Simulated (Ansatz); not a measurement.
# How NaI (Fm-3m) expands on warming, part 2 of 3

Wanted: α(T), C_P(T) and B(T) of NaI in the quasi-harmonic approximation.

Experimental results on record:
- volume expansion coefficient 135 1e-6/K near room temperature (given in “Descriptors for thermal expansion in solids”, 2017, arXiv:1701.03966)

Ansatz 0.2.0; DFT PBE, scalar-relativistic, plane waves, PAW (the session's first sound run).

So far. Step 2 (A first coarse run): The start is under 0.42 GPa at this level and looks like an insulator or semiconductor on this mesh. Step 4 (Tight relaxation): The residual pressure is 0.0064 GPa, small enough for phonons.

**5. A new level, relaxed again**

The functional, the potentials or the cutoff change, so the crystal is relaxed again at the new setting.

This step: DFT PBE+D3(BJ), scalar-relativistic, plane waves, PAW (Ansatz 0.2.0).

Input file input.yaml:

```yaml
crystal:
  lattice:
    - [0.0, 3.2640969481, 3.2640969481]
    - [3.2640969481, 0.0, 3.2640969481]
    - [3.2640969481, 3.2640969481, 0.0]
  atoms:
    - { symbol: Na, position: [0.0, 0.0, 0.0] }
    - { symbol: I, position: [0.5, 0.5, 0.5] }
kpoints:
  mp_grid: { grid: [8, 8, 8] }
hamiltonian:
  xc: pbe
  dispersion: d3bj
scf:
  occupations: { method: fixed }
output:
  forces: true
  stress: true
  eigenvalues: true
relax:
  adjacent_minimum: "off"
  f_tol: 0.001
  max_steps: 60
  cell: { stress_tol: 0.01 }
```

Started as:

```bash
ansatz run input.yaml --threads 4 --pin off --max-ram 8192MiB --backend cpu --events-out ev --progress --plain --runs-dir out
```

Output:

```text
[...]
Crystal: 2 atoms, lattice volume = 69.554 Å³
Basis set: ecut = 420 eV, 1363 PW (Γ), exchange–correlation on 64×64×64 points (8 copies of the dense FFT grid, shifted against one another)
Bands: 17, of which v1, the nominal top of the filled ones, is band 13 counted from 1 (12 counted from 0)
Symmetry: 48 space group operations
[...]
k-points: 29 of 512
[...]
SCF iter   1: F=—  HF=-9002.376615 eV  |F-HF|=—  |Δ(HF+E_count)|=         —  Δρ=5.08e-4  dr2=3.77e-4  ethr=1.77e-3  ⟨swp⟩=5.1  Hψ=2181  notcnv=0  defer=52
[...]
SCF iter  10: F=-9002.376498 eV  HF=-9002.376498 eV  |F-HF|=6.37e-10  |Δ(HF+E_count)|=   2.47e-7  Δρ=1.32e-6  dr2=1.13e-9  ethr=3.85e-10  ⟨swp⟩=6.0  Hψ=2684  notcnv=0
SCF 1 converged in 10 iterations: F = -9002.376498 eV  dr2 = 1.13e-9
[...]
relax step   1: F+E_penalty+E_count = -9002.37649759 eV  Δ(F+E_penalty+E_count) = +0.000e0 eV  max|allowed force component| = 9.664e-29 eV/Å  Δτ_max = 0.0000 Å  P = -1.238 GPa  Ω = 69.554 Å³  (10 SCF iters, dr2 threshold 1.00e-7 eV, accepted)
Crystal: 2 atoms, lattice volume = 66.985 Å³
[...]
SCF iter   5: F=-9002.392428 eV  HF=-9002.392428 eV  |F-HF|=1.54e-8  |Δ(HF+E_count)|=   7.72e-8  Δρ=6.35e-6  dr2=1.80e-8  ethr=7.69e-10  ⟨swp⟩=9.0  Hψ=2848  notcnv=0
SCF 2 converged in 5 iterations: F = -9002.392428 eV  dr2 = 1.80e-8
relax step   2: F+E_penalty+E_count = -9002.39242801 eV  Δ(F+E_penalty+E_count) = -1.593e-2 eV  max|allowed force component| = 2.434e-29 eV/Å  Δτ_max = 0.0000 Å  P = -0.708 GPa  Ω = 66.985 Å³  energy of the carried Pulay correction = +1.692e-4 eV  (5 SCF iters, dr2 threshold 2.00e-7 eV, accepted)
Crystal: 2 atoms, lattice volume = 63.837 Å³
Basis set: ecut = 420 eV, 1243 PW (Γ), exchange–correlation on 64×64×64 points (8 copies of the dense FFT grid, shifted against one another)
[...]
SCF iter   5: F=-9002.398682 eV  HF=-9002.398682 eV  |F-HF|=2.09e-8  |Δ(HF+E_count)|=   1.04e-7  Δρ=7.97e-6  dr2=2.53e-8  ethr=7.69e-10  ⟨swp⟩=8.7  Hψ=2842  notcnv=0
SCF 3 converged in 5 iterations: F = -9002.398682 eV  dr2 = 2.53e-8
relax step   3: F+E_penalty+E_count = -9002.39868178 eV  Δ(F+E_penalty+E_count) = -6.254e-3 eV  max|allowed force component| = 1.065e-28 eV/Å  Δτ_max = 0.0000 Å  P = +0.133 GPa  Ω = 63.837 Å³  energy of the carried Pulay correction = +3.855e-4 eV  (5 SCF iters, dr2 threshold 2.00e-7 eV, accepted)
[...]
relax step   4: F+E_penalty+E_count = -9002.39882945 eV  Δ(F+E_penalty+E_count) = -1.477e-4 eV  max|allowed force component| = 1.124e-28 eV/Å  Δτ_max = 0.0000 Å  P = -0.010 GPa  Ω = 64.315 Å³  energy of the carried Pulay correction = +3.520e-4 eV  (4 SCF iters, dr2 threshold 4.42e-8 eV, accepted)
[...]
relax step   5: F+E_penalty+E_count = -9002.39883290 eV  Δ(F+E_penalty+E_count) = -3.457e-6 eV  max|allowed force component| = 6.219e-29 eV/Å  Δτ_max = 0.0000 Å  P = -0.001 GPa  Ω = 64.282 Å³  energy of the carried Pulay correction = +3.544e-4 eV  (4 SCF iters, dr2 threshold 2.66e-10 eV, accepted)
[...]
SCF iter   7: F=-9002.398425 eV  HF=-9002.398425 eV  |F-HF|=1.82e-12  |Δ(HF+E_count)|=  5.46e-12  Δρ=5.67e-9  dr2=4.51e-14  ethr=1.00e-12  ⟨swp⟩=5.0  Hψ=1636  notcnv=0
SCF 6 converged in 7 iterations: F = -9002.398425 eV  dr2 = 4.51e-14
relax step   6: F+E_penalty+E_count = -9002.39842543 eV  Δ(F+E_penalty+E_count) = +4.075e-4 eV  max|allowed force component| = 7.106e-29 eV/Å  Δτ_max = 0.0000 Å  P = +0.002 GPa  Ω = 64.282 Å³  stress off target by 1.93e-3 GPa  SCF on the basis re-selected at this cell (its energy is not comparable with the rows above)  (7 SCF iters)
basis re-selected at this cell: Δ(F+E_penalty+E_count) = +4.075e-4 eV, ΔP = +0.003 GPa vs the last step (what re-selecting the basis moved, of the pressure what is left beyond the Pulay correction that the steps carried, after the strain that the cell walked since its last selection, with what the two solves' SCF thresholds leave and, on support functions, any second-order correction that the steps lacked; it is no m [...]
SCF converged after 7 iterations
Free energy (F): -9002.398425 eV
[...]
Internal energy: -9002.398425 eV  (E = F + TS)
E sigma→0 (E₀):  -9002.398425 eV
Fermi energy:    3.537575 eV
[...]
--- Stress (GPa, compression-positive) ---
        0.001934      -0.000000      -0.000000
       -0.000000       0.001934      -0.000000
       -0.000000      -0.000000       0.001934
  P = ⅓ Tr σ = 0.0019 GPa (0.019 kbar)
--- Band table (eV; the first three rows and the last of 29) ---
  k-point 0: bands = [... 9 lower, -7.6232, 3.5376, 3.5376, 3.5376, 7.3307, 11.4984, 11.4984, 11.4984]
  k-point 1: bands = [... 9 lower, -7.5734, 3.0359, 3.4875, 3.4875, 7.8742, 11.1297, 11.6631, 11.6631]
  k-point 2: bands = [... 9 lower, -7.4481, 2.1339, 3.3726, 3.3726, 8.6013, 11.1761, 11.5760, 11.5760]
  k-point 28: bands = [... 9 lower, -7.1572, 1.9927, 1.9927, 2.5120, 9.4970, 11.0999, 11.0999, 11.5942]
--- Relaxed structure (5 steps of the walk, 5 accepted, 1 SCFs on fresh bases) ---
[...]
cell:  # Å, volume = 64.2821 Å³
    - [0, 3.179461, 3.179461]
    - [3.179461, 0, 3.179461]
    - [3.179461, 3.179461, 0]
  atoms:
    - { symbol: Na, position: [0, 0, 0] }
    - { symbol: I, position: [0.500000, 0.500000, 0.500000] }
```

The job ended after 5 s (4 threads of Arm Neoverse V1, shared host; peak memory 0.37 GiB).

The steps of the relaxation:

```
step  energy less that of the first step (eV)  largest force component (eV/Å)  pressure (GPa)  volume (Å³)
   1                                   0.0000                          0.0000           -1.24        69.55
   2                                  -0.0159                          0.0000           -0.71        66.99
   3                                  -0.0222                          0.0000            0.13        63.84
   4                                  -0.0223                          0.0000           -0.01        64.32
   5                                  -0.0223                          0.0000            0.00        64.28
  6*                                  -0.0219                          0.0000            0.00        64.28
```

Relaxation steps marked * repeat the geometry before them on a plane-wave basis chosen anew for their cell, so energy and pressure can jump there.

Forces are held to the 48 operations that the program found; a distortion that breaks them can't arise in this run.

```csv
"conventional cell, symmetrised",before,after,change
a (Å),6.528,6.359,-2.6 %
b (Å),6.528,6.359,-2.6 %
c (Å),6.528,6.359,-2.6 %
volume (Å³/atom),34.78,32.14,-7.6 %
```

The relaxed structure:

```xyz
2
Lattice="0.0000 3.1795 3.1795 3.1795 0.0000 3.1795 3.1795 3.1795 0.0000" Properties=species:S:1:pos:R:3 pbc="T T T"
Na    0.0000    0.0000    0.0000
I     3.1795    3.1795    3.1795
```

This step gave:

- pressure: 0.001934 GPa
- gap on the k-mesh: 3.793 eV
- volume per atom: 32.14 Å³

The residual pressure is 0.0019 GPa, small enough for phonons.

**6. The quasi-harmonic study**

Thermal expansion follows from how the phonon free energy changes with strain, so the program makes strained cells, their phonons and a fit in one run.

input.yaml, the sections that differ from step 5:

```yaml
crystal:
  lattice:
    - [0.0, 3.1794605841, 3.1794605841]
    - [3.1794605841, 0.0, 3.1794605841]
    - [3.1794605841, 3.1794605841, 0.0]
  atoms:
    - { symbol: Na, position: [0.0, 0.0, 0.0] }
    - { symbol: I, position: [0.5, 0.5, 0.5] }
output:
  eigenvalues: true
phonons:
  method: dfpt
  qmesh: [4, 4, 4]
  temperatures: { t_max: 500.0, t_step: 25 }
  thermal_expansion: {}
# kpoints, hamiltonian, scf: as in step 5
# relax: removed
```

Output:

```text
[...]
Crystal: 2 atoms, lattice volume = 64.282 Å³
Basis set: ecut = 487.2 eV, 1471 PW (Γ), exchange–correlation on 72×72×72 points (8 copies of the dense FFT grid, shifted against one another)
Bands: 17, of which v1, the nominal top of the filled ones, is band 13 counted from 1 (12 counted from 0)
Symmetry: 48 space group operations
[...]
k-points: 29 of 512
[...]
SCF iter   1: F=—  HF=-9002.399629 eV  |F-HF|=—  |Δ(HF+E_count)|=         —  Δρ=5.47e-4  dr2=4.16e-4  ethr=1.77e-3  ⟨swp⟩=5.1  Hψ=2177  notcnv=0  defer=52
[...]
SCF iter  10: F=-9002.399558 eV  HF=-9002.399558 eV  |F-HF|=3.64e-12  |Δ(HF+E_count)|=   1.08e-8  Δρ=5.62e-8  dr2=1.91e-12  ethr=1.00e-12  ⟨swp⟩=8.2  Hψ=3349  notcnv=0
SCF 1 converged in 10 iterations: F = -9002.399558 eV  dr2 = 1.91e-12
[...]
relax step   1: F+E_penalty+E_count = -9002.39955840 eV  Δ(F+E_penalty+E_count) = +0.000e0 eV  max|allowed force component| = 1.749e-28 eV/Å  Δτ_max = 0.0000 Å  (10 SCF iters, accepted)
SCF converged after 10 iterations
Free energy (F): -9002.399558 eV
[...]
Internal energy: -9002.399558 eV  (E = F + TS)
E sigma→0 (E₀):  -9002.399558 eV
Fermi energy:    3.537644 eV
[...]
--- Stress (GPa, compression-positive) ---
        0.003914       0.000000       0.000000
        0.000000       0.003914       0.000000
       -0.000000       0.000000       0.003914
  P = ⅓ Tr σ = 0.0039 GPa (0.039 kbar)
--- Band table (eV; the first three rows and the last of 29) ---
  k-point 0: bands = [... 9 lower, -7.6231, 3.5376, 3.5376, 3.5376, 7.3310, 11.4984, 11.4984, 11.4984]
  k-point 1: bands = [... 9 lower, -7.5733, 3.0360, 3.4876, 3.4876, 7.8745, 11.1297, 11.6632, 11.6632]
  k-point 2: bands = [... 9 lower, -7.4481, 2.1340, 3.3727, 3.3727, 8.6014, 11.1762, 11.5761, 11.5761]
  k-point 28: bands = [... 9 lower, -7.1571, 1.9928, 1.9928, 2.5121, 9.4973, 11.0999, 11.0999, 11.5943]
── thermal expansion: 3 new cells, 3 in all ──
thermal expansion: variable-cell relaxation of cell 1
thermal expansion: relaxation of cell 1
thermal expansion: relaxation of cell 2
thermal expansion: relaxation of cell 3
── thermal expansion: 2 new cells, 5 in all ──
thermal expansion: relaxation of cell 4
thermal expansion: lower-state search of cell 4
thermal expansion: phonons of cell 4
thermal expansion: relaxation of cell 5
thermal expansion: phonons of cell 5
── thermal expansion: 7 new cells, 12 in all ──
thermal expansion: relaxation of cell 6
thermal expansion: relaxation of cell 7
thermal expansion: relaxation of cell 8
thermal expansion: relaxation of cell 9
thermal expansion: relaxation of cell 10
thermal expansion: relaxation of cell 11
thermal expansion: relaxation of cell 12
thermal expansion: phonons of cell 6
thermal expansion: phonons of cell 7
thermal expansion: phonons of cell 8
thermal expansion: phonons of cell 9
--- Relaxed structure (1 steps of the walk, 1 accepted, 0 SCFs on fresh bases) ---
  F+E_penalty+E_count = -9002.39955840 eV   max|allowed force component| = 1.749e-28 eV/Å
  atoms:
    - { symbol: Na, position: [0.0, 0.0, 0.0] }
    - { symbol: I, position: [0.500000, 0.500000, 0.500000] }
--- Thermal expansion: 12 cells in 3 rounds, 0 GPa ---
  no lower state was reached at cell 4
  without vibrations: a 4.49677, b 4.49677, c 4.49677 Å, V 64.2964 Å³, B 18.93 GPa
  at 0 K: a 4.50988, b 4.50988, c 4.50988 Å, V 64.8605 Å³, B 18.43 GPa
  zero-point expansion: a +0.292, b +0.292, c +0.292, V +0.877 %
      T/K        a/Å        b/Å        c/Å       V/Å³ | expansion of a, b, c, V (1e-6/K)   | that of V in the mean from 25 °C | C_P, C_V (J/mol K of the cell) | B_T, B_S (GPa)
     0.00    4.50988    4.50988    4.50988    64.8605 |    0.00    0.00    0.00    0.00 |   96.47 |     0.000     0.000 |    18.43    18.43
    50.00    4.51163    4.51163    4.51163    64.9361 |   19.46   19.46   19.46   58.37 |  111.34 |    28.521    28.399 |    18.26    18.34
   100.00    4.51778    4.51778    4.51778    65.2017 |   32.59   32.59   32.59   97.77 |  119.37 |    42.705    42.038 |    17.77    18.05
   150.00    4.52579    4.52579    4.52579    65.5492 |   37.69   37.69   37.69  113.08 |  124.53 |    47.447    46.143 |    17.21    17.70
   200.00    4.53469    4.53469    4.53469    65.9368 |   40.76   40.76   40.76  122.27 |  128.83 |    49.732    47.758 |    16.63    17.31
   250.00    4.54423    4.54423    4.54423    66.3539 |   43.27   43.27   43.27  129.82 |  132.91 |    51.232    48.536 |    16.02    16.91
   298.15    4.55397    4.55397    4.55397    66.7812 |   45.63   45.63   45.63  136.88 |       - |    52.413    48.952 |    15.40    16.49
   325.00    4.55963    4.55963    4.55963    67.0308 |   46.99   46.99   46.99  140.97 |  139.17 |    53.032    49.109 |    15.05    16.25
   375.00    4.57066    4.57066    4.57066    67.5185 |   49.73   49.73   49.73  149.18 |  143.66 |    54.190    49.316 |    14.36    15.78
   425.00    4.58239    4.58239    4.58239    68.0395 |   52.85   52.85   52.85  158.54 |  148.54 |    55.425    49.454 |    13.64    15.29
   475.00    4.59492    4.59492    4.59492    68.5994 |   56.52   56.52   56.52  169.57 |  153.94 |    56.813    49.551 |    12.87    14.76
   500.00    4.60154    4.60154    4.60154    68.8962 |   58.64   58.64   58.64  175.92 |  156.90 |    57.592    49.588 |    12.47    14.48
  the static fit leaves 0.001 meV an atom of the energies and, of the stresses, 0.000 GPa of each cell's largest along a strain (root mean squares over the cells), whose Pulay part it has at -0.010 GPa
  vibrations' free energy: its fit leaves 0.0000 meV an atom at the most
  the electrons' free energy at temperature is not in it: every band gap is over 0.52 eV
  free energies summed between the sampled wave vectors
  estimated error of the fitted expansion in any direction: up to 0.080e-6/K, at 500 K (an estimate, not a bound: it was exceeded on models of known expansion)
  the energies and the vibrations are of d3bj (s6 = 1.0, s8 = 0.7875, a1 = 0.4289, a2_bohr = 4.4407) at the weights and the pressure of the crystal at rest
  by sums over the sampled wave vectors an expansion of the volume parts by up to 0.79e-6/K
  by a static energy of one degree less an expansion of the volume parts by up to 0.54e-6/K
  band gaps on the cells' k-points are 3.498 to 3.882 eV
```

Wall time 27 min (4 threads); peak memory 1.9 GiB; 1.8 h of CPU time.

Read from the output:

```yaml
pressure: 0.003914 GPa
volume_expansion_coefficient_at_298_k: 136.9 1e-6/K
c_p_at_298_k: 26.21 J/mol-atom/K
entropy_at_298_k: 48.88 J/mol-atom/K
isothermal_bulk_modulus_at_298_k: 15.40 GPa
grueneisen_parameter_at_298_k: 1.732
volume_at_298_k: 33.39 Å³/atom
principal_linear_expansion_coefficients_at_298_k: 45.63, 45.63, 45.63 1e-6/K
```

Strained cells of the study; zero-point energy where phonons were solved; the pressures are stresses at the typed cutoff and can carry an offset from the finite basis. Expansion cells, by row:

```
cell  |a| (Å)  |b| (Å)  |c| (Å)  V (Å³/atom)  E - E_lowest (meV/atom)  pressure, compression positive (GPa)  gap (eV)  zero-point energy (meV/atom)
   1    4.496    4.496    4.496        32.14                        0                                -0.005     3.793                             -
   2    4.532    4.532    4.532        32.92                    1.044                                -0.433     3.725                             -
   3    4.461    4.461    4.461        31.38                    1.128                                 0.473     3.865                             -
   4    4.497    4.497    4.497        32.16                    0.001                                -0.014     3.792                         18.01
   5     4.52     4.52     4.52        32.64                    0.434                                -0.287     3.749                         17.52
   6    4.549    4.549    4.549        33.29                     2.24                                -0.618     3.694                         16.88
   7    4.576    4.576    4.576        33.87                    4.941                                -0.883     3.647                         16.32
   8    4.602    4.602    4.602        34.46                    8.627                                -1.127     3.601                         15.77
   9    4.629    4.629    4.629        35.07                    13.25                                -1.349     3.557                         15.22
  10    4.452    4.452    4.452        31.21                    1.715                                 0.593     3.882                             -
  11    4.475    4.475    4.475        31.68                    0.415                                 0.279     3.836                             -
  12    4.666    4.666    4.666        35.91                    21.09                                -1.624     3.498                             -
```

[end of part 2 of 3]

[Long decimals in the printed logs are rounded to 6 places.]

[Logs are printed without paths, hosts, clocks, repeated set-up lines and the standing remarks that a program may print on its own settings, such as how far it seeks lower states.]

[Hosts, paths, dates, database ids (printed as entryN), source tags and the programs' standing remarks are cut or masked in the printed files.]

[Where the starting crystal was built by hand or by swapping elements, it need not be the compound's stable phase.]

[A step with changed settings may run another functional than the one named; its input shows which.]

[Pressures of single members of a volume series are the stress at the run's cutoff; with an incomplete basis they can lie off −dE/dV of the same runs, and they are not shown converged.]
